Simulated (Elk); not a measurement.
**BN: optical spectrum from first principles**

Wanted: where BN starts to absorb, how strongly, and its refractive index. The cell comes from an older database entry, whose edges can differ from later determinations, mostly by under a per cent.

Main program and level: Elk 11.2.3 (patched build); DFT, PBE, all-electron APW+lo, Dirac cores, scalar-relativistic bands, independent-particle optical response without local fields.

The database entry behind the starting cell has ideal inner coordinates that were not refined, so it need not match the best structure at room temperature.

### Step 1. The starting structure

Symmetry: P6_3mc, No. 186, hexagonal system. The conventional cell has a = 2.536 Å, b = 2.536 Å, c = 4.199 Å, α = 90.00°, β = 90.00°, γ = 120.00°. Nearest to N lie 4 B at 1.56 to 1.57 Å. Nearest to B lie 4 N at 1.56 to 1.57 Å. Farther neighbours, and contacts between anions beyond the nearest, are not listed.

Structure file:

```cif
data_structure
_symmetry_space_group_name_H-M 'P 1'
_symmetry_Int_Tables_number 1
_cell_length_a 2.5360
_cell_length_b 2.5360
_cell_length_c 4.1990
_cell_angle_alpha 90.000
_cell_angle_beta 90.000
_cell_angle_gamma 120.000
_cell_volume 23.39
loop_
_atom_site_label
_atom_site_type_symbol
_atom_site_fract_x
_atom_site_fract_y
_atom_site_fract_z
_atom_site_occupancy
N1 N 0.33333 0.66667 0.87500 1
N2 N 0.66667 0.33333 0.37500 1
B3 B 0.33333 0.66667 0.50000 1
B4 B 0.66667 0.33333 0.00000 1
```

### Step 2. Ground state

First the ground state: is it a metal or has it a gap?

This step: DFT, PBE, all-electron APW+lo, Dirac cores, scalar-relativistic bands, ground state (Elk 11.2.3 (patched build)).

File elk.in:

```
tasks
  0
  120

xctype
  20

nempty
  9

lorbcnd
  .true.

rgkmax
  7.0

swidth
  0.0018375

maxscl
  100

epsengy
  1e-05

sppath
  './'

avec
  4.792345452051 0.000000000000 0.000000000000
  -2.396172726025 4.150292905192 0.000000000000
  0.000000000000 0.000000000000 7.934959997304

atoms
  2
  'N.in'
  2
  0.333333333300 0.666666666700 0.875000000000   0.000 0.000 0.000
  0.666666666700 0.333333333300 0.375000000000   0.000 0.000 0.000
  'B.in'
  2
  0.333333333300 0.666666666700 0.500000000000   0.000 0.000 0.000
  0.666666666700 0.333333333300 0.000000000000   0.000 0.000 0.000

ngridk
  12 12 7
```

The run is started by

```console
$ OMP_NUM_THREADS=4 elk
```

What it wrote:

```text
┌─────────────────────────┐
│ Elk code version 11.2.3 │
└─────────────────────────┘

All units are atomic (Hartree, Bohr, etc.)

┌─────────────────────────────────────────────────┐
│ Ground-state run starting from atomic densities │
└─────────────────────────────────────────────────┘

Lattice vectors :
   4.792345452       0.000000000       0.000000000
  -2.396172726       4.150292905       0.000000000
   0.000000000       0.000000000       7.934959997

Reciprocal lattice vectors :
   1.311087727      0.7569568523      -0.000000000
   0.000000000       1.513913705       0.000000000
   0.000000000      -0.000000000      0.7918357886

Unit cell volume      :    157.8234766
Brillouin zone volume :    1.571694014

Muffin-tin inner radius fraction :   0.1000000000E-01

Nuclei treated as point charges

Species : 1 (N)
 parameters loaded from : N.in
 name : nitrogen
 nuclear charge    :   -7.000000000
 electronic charge :    7.000000000
 atomic mass :    25532.65216
 muffin-tin radius :    1.444636951
 number of radial points in muffin-tin :    593
 inner part over the whole radius :   0.9877786823E-02
 number on inner part of muffin-tin    :    404
 approximate nuclear radius :   0.4939692610E-04
 number of mesh points to nuclear radius :    172
 atomic positions (lattice), magnetic fields (Cartesian) :
  1 :   0.00000000  0.00000000  0.00000000    0.00000000  0.00000000  0.00000000
  2 :   0.33333333  0.66666667  0.50000000    0.00000000  0.00000000  0.00000000

Species : 2 (B)
 parameters loaded from : B.in
 name : boron
 nuclear charge    :   -5.000000000
 electronic charge :    5.000000000
 atomic mass :    19707.24742
 muffin-tin radius :    1.444636951
 number of radial points in muffin-tin :    593
 inner part over the whole radius :   0.9931437086E-02
 number on inner part of muffin-tin    :    402
 approximate nuclear radius :   0.4534157419E-04
 number of mesh points to nuclear radius :    164
 atomic positions (lattice), magnetic fields (Cartesian) :
  1 :   0.00000000  0.00000000  0.62500000    0.00000000  0.00000000  0.00000000
  2 :   0.33333333  0.66666667  0.12500000    0.00000000  0.00000000  0.00000000

Total number of atoms per unit cell :    4
Total muffin-tin volume :    50.51551186
 ratio of muffin-tin to unit cell volume :   0.3200760302

Spin treatment :
 spin-unpolarised

Number of Bravais lattice symmetries :   24
Number of crystal symmetries         :   12
Crystal has no inversion symmetry
Complex Hermitian eigensolver will be used

k-point grid :     12    12     7
k-point offset :    0.000000000       0.000000000       0.000000000
k-point set is reduced with full crystal symmetry group
Total number of k-points :      133

Muffin-tin radius times maximum |G+k| :    7.000000000
 using average radius
Maximum |G+k| for APW functions       :    4.845508067
Maximum (1/2)|G+k|²                   :    11.73947421
Maximum |G| for potential and density :    12.00000000
Constant for pseudocharge density :    4
 order of it for each species :   11  11
 order of it for pair densities of each species (exact exchange by exxq0 0: 11) :   10  10
Radial integration step length :    1

G-vector grid sizes :     20    20    32
Number of G-vectors :     4597

Maximum angular momentum used for
 APW functions            :    8
 outer part of muffin-tin :    6
 inner part of muffin-tin :    2

Total nuclear charge    :   -24.00000000
Total core charge       :    8.000000000
Total valence charge    :    16.00000000
Total excess charge     :    0.000000000
Total electronic charge :    24.00000000

Effective Wigner radius, rₛ :    1.162225995

Number of empty states         :     36
Total number of valence states :     45
Total number of core states    :      8

Conduction state local-orbitals added automatically
Third-order local-orbitals added for an l without core states : F
Total number of local-orbitals :    214

Exchange-correlation functional :     20     0     0
 Perdew-Burke-Ernzerhof, Phys. Rev. Lett. 77, 3865 (1996)
 gradient requirement :    1
 generalised gradient approximation (GGA)

Smearing type :    3
 Fermi-Dirac
Smearing width :   0.1837500000E-02
Effective electronic temperature (K) :    580.2366081

Mixing type :    3
 Broyden mixing, J. Phys. A: Math. Gen. 17, L317 (1984)

Kohn-Sham potential initialised from atomic data

┌──────────────────────────────┐
│ Self-consistent loop started │
└──────────────────────────────┘

┌─────────────────┐
│ Loop number : 1 │
└─────────────────┘

Energies :
 Fermi                       :     0.239720
 sum of occupied eigenvalues :     -80.135229
 electron kinetic            :      160.13387809349
 core electron kinetic       :      131.62852386964
 Coulomb                     :     -297.68795677912
 Coulomb potential           :     -207.15714741846
 nuclear-nuclear             :     -57.998240
 electron-nuclear            :     -273.94417022387
 Hartree                     :      34.254453
 Madelung                    :     -194.10938306989
 xc potential                :     -33.111960
 exchange                    :     -21.476216
 correlation                 :    -0.856416
 electron entropic           :    -0.364717E-11
 total energy                :     -159.88671030672

Density of states at Fermi energy :   0.5453196196E-07
 (states/Hartree/unit cell)

Estimated indirect band gap :   0.2552998351
 from k-point 1 to k-point 19
Estimated direct band gap   :   0.3573945131
 at k-point 3

Charges :
 core                        :    8.000000000
 valence                     :    16.00000000
 interstitial                :    5.687845408
 muffin-tins (core leakage)
  species : 1 (N)
   atom 1                    :    5.954876795     (  0.7534184636E-05)
   atom 2                    :    5.954876795     (  0.7534184636E-05)
  species : 2 (B)
   atom 1                    :    3.201200501     (  0.8051975141E-03)
   atom 2                    :    3.201200501     (  0.8051975141E-03)
 total in muffin-tins        :    18.31215459
 total calculated charge     :    23.99824487
 total charge                :    24.00000000
 error                       :   0.1755132423E-02

┌─────────────────┐
│ Loop number : 2 │
└─────────────────┘

Energies :
 Fermi                       :     0.241720
 sum of occupied eigenvalues :     -80.091728
 electron kinetic            :      159.44242332820
 core electron kinetic       :      131.32815375426
 Coulomb                     :     -297.65931080288
 Coulomb potential           :     -207.15925150754
 nuclear-nuclear             :     -57.998240
 electron-nuclear            :     -273.88437625382
 Hartree                     :      34.223305
 Madelung                    :     -194.07968504911
 xc potential                :     -32.374900
 exchange                    :     -21.470985
 correlation                 :    -0.856642
 electron entropic           :    -0.364557E-11
 total energy                :     -160.54451407098

Density of states at Fermi energy :   0.5453139819E-07
 (states/Hartree/unit cell)

Estimated indirect band gap :   0.2541216256
 from k-point 1 to k-point 19
Estimated direct band gap   :   0.3563675594
 at k-point 3

Charges :
 core                        :    8.000000000
 valence                     :    16.00000000
 interstitial                :    5.694276273
 muffin-tins (core leakage)
  species : 1 (N)
   atom 1                    :    5.949020446     (  0.7540678807E-05)
   atom 2                    :    5.949020446     (  0.7540678807E-05)
  species : 2 (B)
   atom 1                    :    3.203841418     (  0.8049699147E-03)
   atom 2                    :    3.203841418     (  0.8049699147E-03)
 total in muffin-tins        :    18.30572373
 total calculated charge     :    23.99824567
 total charge                :    24.00000000
 error                       :   0.1754331794E-02

RMS change in Kohn-Sham potential (target) :    6.402335393     (  0.1000000000E-05)
Absolute change in total energy (target)   :   0.6578037643     (  0.1000000000E-04)

[... 12 loops left out ...]

┌──────────────────┐
│ Loop number : 15 │
└──────────────────┘

Energies :
 Fermi                       :     0.394060
 sum of occupied eigenvalues :     -76.630639
 electron kinetic            :      158.97781992042
 core electron kinetic       :      131.59877771245
 Coulomb                     :     -296.27208487380
 Coulomb potential           :     -207.18947539168
 nuclear-nuclear             :     -57.998240
 electron-nuclear            :     -271.06304288592
 Hartree                     :      32.789198
 Madelung                    :     -192.67734717796
 xc potential                :     -28.418983
 exchange                    :     -21.227632
 correlation                 :    -0.868893
 electron entropic           :    -0.357975E-11
 total energy                :     -159.39079019955

Density of states at Fermi energy :   0.5453073763E-07
 (states/Hartree/unit cell)

Estimated indirect band gap :   0.1920605539
 from k-point 1 to k-point 19
Estimated direct band gap   :   0.3077985465
 at k-point 2

Charges :
 core                        :    8.000000000
 valence                     :    16.00000000
 interstitial                :    6.032767617
 muffin-tins (core leakage)
  species : 1 (N)
   atom 1                    :    5.681783923     (  0.7756743753E-05)
   atom 2                    :    5.681783923     (  0.7756743753E-05)
  species : 2 (B)
   atom 1                    :    3.301832268     (  0.7990865175E-03)
   atom 2                    :    3.301832268     (  0.7990865175E-03)
 total in muffin-tins        :    17.96723238
 total calculated charge     :    23.99828107
 total charge                :    24.00000000
 error                       :   0.1718928536E-02

RMS change in Kohn-Sham potential (target) :   0.3962165583E-06 (  0.1000000000E-05)
Absolute change in total energy (target)   :   0.2756057597E-05 (  0.1000000000E-04)

Convergence targets achieved

┌──────────────────┐
│ Loop number : 16 │
└──────────────────┘

Energies :
 Fermi                       :     0.394060
 sum of occupied eigenvalues :     -76.630639
 electron kinetic            :      158.97782001302
 core electron kinetic       :      131.59877777396
 Coulomb                     :     -296.27208470740
 Coulomb potential           :     -207.18947534970
 nuclear-nuclear             :     -57.998240
 electron-nuclear            :     -271.06304260044
 Hartree                     :      32.789198
 Madelung                    :     -192.67734703256
 xc potential                :     -28.418983
 exchange                    :     -21.227632
 correlation                 :    -0.868893
 electron entropic           :    -0.357975E-11
 total energy                :     -159.39078991924

Density of states at Fermi energy :   0.5453073816E-07
 (states/Hartree/unit cell)

Estimated indirect band gap :   0.1920605430
 from k-point 1 to k-point 19
Estimated direct band gap   :   0.3077985481
 at k-point 2

Charges :
 core                        :    8.000000000
 valence                     :    16.00000000
 interstitial                :    6.032767672
 muffin-tins (core leakage)
  species : 1 (N)
   atom 1                    :    5.681783916     (  0.7756743853E-05)
   atom 2                    :    5.681783916     (  0.7756743853E-05)
  species : 2 (B)
   atom 1                    :    3.301832248     (  0.7990865268E-03)
   atom 2                    :    3.301832248     (  0.7990865268E-03)
 total in muffin-tins        :    17.96723233
 total calculated charge     :    23.99828107
 total charge                :    24.00000000
 error                       :   0.1718928547E-02

┌──────────────────────────────┐
│ Self-consistent loop stopped │
└──────────────────────────────┘

Warning : core states of species 2 leak from the muffin-tin :   0.7990865268E-03

Wrote STATE.OUT
```

The job ended after 75 s (4 threads of Intel Xeon Platinum 8488C (Sapphire Rapids), shared host; peak memory 0.17 GiB; 4.9 min of CPU time).

Numbers from this step:

| Quantity | Value |
| --- | --- |
| total energy | -159.4 Ha |
| Fermi energy | 10.72 eV |
| DOS at the Fermi level | 2.00e-9 states/eV/cell |
| gap on the k-mesh | 5.226 eV |
| direct gap on the mesh | 8.376 eV |

There is a gap, 5.23 eV on this mesh (points off the mesh can give less), so no carriers' term is needed.

### Step 3. Independent particles

The spectrum is a sum over vertical transitions between filled and empty bands at the fixed density, so many empty bands are needed.

This step: DFT, PBE, all-electron APW+lo, Dirac cores, scalar-relativistic bands, independent-particle optical response without local fields (Elk 11.2.3 (patched build)).

Changes to elk.in since step 2:

```diff
@@ -1,4 +1,7 @@
 tasks
-  0
-  120
+  121
+
+optcomp
+  1 1
+  3 3
 
@@ -17,9 +20,7 @@
 swidth
-  0.0018375
+  0.0055124
 
-maxscl
-  100
-
-epsengy
-  1e-05
+wplot
+  400 100 0
+  0.0 0.51449
```

The run is started by

```console
$ OMP_NUM_THREADS=4 elk
```

What it wrote:

```text
┌─────────────────────────────────┐
│ Elk code version 11.2.3 started │
└─────────────────────────────────┘

Info(readinput): the functional depends on the density's gradient
 muffin-tin radial points multiplied by    2.00000
 (not where nrmtscf is given)

┌────────────────────┐
│ Current task : 121 │
└────────────────────┘
Info(checkmt): changed muffin-tin radius of species 1 (N) from   1.8000 to   1.4446
Info(checkmt): changed muffin-tin radius of species 2 (B) from   1.8000 to   1.4446

Info(findsymcrys): atomic basis shift (lattice) :
  0.6666666667      0.3333333333      0.1250000000
See GEOMETRY.OUT for new atomic positions

Info(dielectric):
 dielectric tensor written to EPSILON_ij.OUT
 optical conductivity written to SIGMA_ij.OUT
 for components
  i = 1, j = 1
  i = 3, j = 3

┌──────────────────┐
│ Elk code stopped │
└──────────────────┘
```

Wall time 3.2 s (4 threads); peak memory 0.04 GiB; 13 s of CPU time.

Numbers from this step:

* electronic dielectric constant ε∞, mean of the axes: 4.633

The Im ε has structure finer than the step of the table below, so its rows give means over 0.5 eV. Peaks (eV: height): E ∥ x 10.71: 14.4, 11.76: 13.8; E ∥ z 10.57: 14.0, 13.34: 9.93.

Sum at mesh points, not converged in k; values under the direct gap are tails of Lorentzian lines. Table of Im ε by photon energy; means over each step:

```tsv
photon energy (eV)	E ∥ x	E ∥ z
0.5	0.00336	0.00380
1.0	0.00679	0.00768
1.5	0.0104	0.0118
2.0	0.0142	0.0161
2.5	0.0184	0.0209
3.0	0.0230	0.0263
3.5	0.0282	0.0326
4.0	0.0343	0.0399
4.5	0.0416	0.0487
5.0	0.0504	0.0598
5.5	0.0613	0.0739
6.0	0.0755	0.0929
6.5	0.0944	0.119
7.0	0.121	0.160
7.5	0.162	0.227
8.0	0.234	0.375
8.5	0.457	1.04
9.0	1.02	2.94
9.5	2.18	5.37
10.0	5.13	9.91
10.5	10.9	12.5
11.0	12.7	12.5
11.5	12.3	10.3
12.0	12.4	8.26
12.5	9.57	7.60
13.0	8.32	7.90
13.5	7.73	9.14
```

Sum at mesh points, not converged in k. Table of reflectivity at normal incidence by photon energy; read off at these points:

```tsv
photon energy (eV)	E ∥ x (%)	E ∥ z (%)
0.00	13.2	13.7
0.50	13.2	13.8
1.00	13.3	13.8
1.50	13.4	13.9
2.00	13.5	14.1
2.50	13.7	14.3
3.00	13.9	14.5
3.50	14.2	14.9
4.00	14.5	15.2
4.50	14.9	15.7
5.00	15.4	16.3
5.50	16.0	16.9
6.00	16.7	17.7
6.50	17.5	18.7
7.00	18.5	19.9
7.50	19.8	21.5
8.00	21.4	23.7
8.50	23.6	27.1
9.00	26.3	29.7
9.50	29.6	33.0
10.00	34.6	38.1
10.50	39.9	41.3
10.71	42.8	41.5
11.00	40.8	41.3
11.34	39.6	44.5
11.50	39.6	42.1
12.00	45.5	35.5
12.50	41.8	33.4
13.00	42.3	33.7
13.50	41.3	43.4
13.79	43.1	44.8
```

The loss function −Im 1/ε at q → 0 has structure finer than the step of the table below, so its rows give means over 0.5 eV. Peaks (eV: height): E ∥ z 12.46: 0.144.

Sum at mesh points, not converged in k; values under the direct gap are tails of Lorentzian lines. Loss function −Im 1/ε at q → 0 against energy loss; means over each step:

```tsv
energy loss (eV)	E ∥ x	E ∥ z
0.5	1.6e-4	1.7e-4
1.0	3.2e-4	3.4e-4
1.5	4.8e-4	5.1e-4
2.0	6.5e-4	6.9e-4
2.5	8.2e-4	8.7e-4
3.0	1.0e-3	0.00106
3.5	0.00119	0.00126
4.0	0.00138	0.00147
4.5	0.00159	0.00170
5.0	0.00182	0.00195
5.5	0.00207	0.00223
6.0	0.00234	0.00255
6.5	0.00266	0.00293
7.0	0.00303	0.00340
7.5	0.00351	0.00406
8.0	0.00423	0.00524
8.5	0.00645	0.00998
9.0	0.0108	0.0216
9.5	0.0165	0.0295
10.0	0.0254	0.0441
10.5	0.0370	0.0559
11.0	0.0631	0.0723
11.5	0.0692	0.0983
12.0	0.0805	0.119
12.5	0.104	0.130
13.0	0.119	0.124
13.5	0.127	0.108
```

Optical constants at common wavelengths, from n + ik = √ε:

```tsv
wavelength (nm)	n x	k x	R (%) x	1/α x	n z	k z	R (%) z	1/α z
1550	2.14	0.001	13.2	98 µm	2.18	0.001	13.8	88 µm
1064	2.15	0.002	13.3	46 µm	2.19	0.002	13.9	41 µm
800	2.15	0.002	13.4	26 µm	2.19	0.003	13.9	23 µm
450	2.18	0.005	13.8	7.6 µm	2.22	0.005	14.4	6.8 µm
365	2.20	0.006	14.1	4.7 µm	2.25	0.007	14.8	4.2 µm
248	2.29	0.011	15.4	1.8 µm	2.35	0.013	16.3	1.6 µm
193	2.43	0.019	17.4	822 nm	2.51	0.023	18.6	676 nm
```

Below the direct gap, k and the depth come from the tails of the Lorentzian lines, not from transitions.

### Step 4. Summary of results

- electronic dielectric constant ε∞, mean of the axes (independent particles): 4.63

**Reading.** At this level (PBE, independent particles) BN has a mean ε∞ = 4.63 and n = 2.14 at 1550 nm (E ∥ x). On the mesh the gap is 5.23 eV and the least direct gap 8.38 eV, so on this mesh the band edges lie at different points. The static values by axis are 4.58 (x), 4.74 (z). Excitons and phonon-assisted transitions are missing, and so are local fields; PBE gaps are as a rule too small, which pulls the onset down and ε∞ up. The sum runs over mesh points 0.24 Å⁻¹ apart with no interpolation, so peaks are partly noise of the mesh and static values carry its error.

[Long decimals in the printed logs are rounded to 6 places.]

[Machine, clock and banner lines and Python warnings are left out of the logs.]

[Logs are printed without paths, hosts, clocks, repeated set-up lines and the standing remarks that a program may print on its own settings, such as how far it seeks lower states.]

[Hosts, paths, dates, database ids (printed as entryN), source tags and the programs' standing remarks are cut or masked in the printed files.]

[Where Elk ran, warnings of its patched build on accuracy (core leakage, angular cutoffs, spin-orbit splittings, empty states, lower magnetic states) are left out.]

[Where the starting crystal was built by hand or by swapping elements, it need not be the compound's stable phase.]

[The count of steps not shown may lack steps that the program refused or didn't finish.]
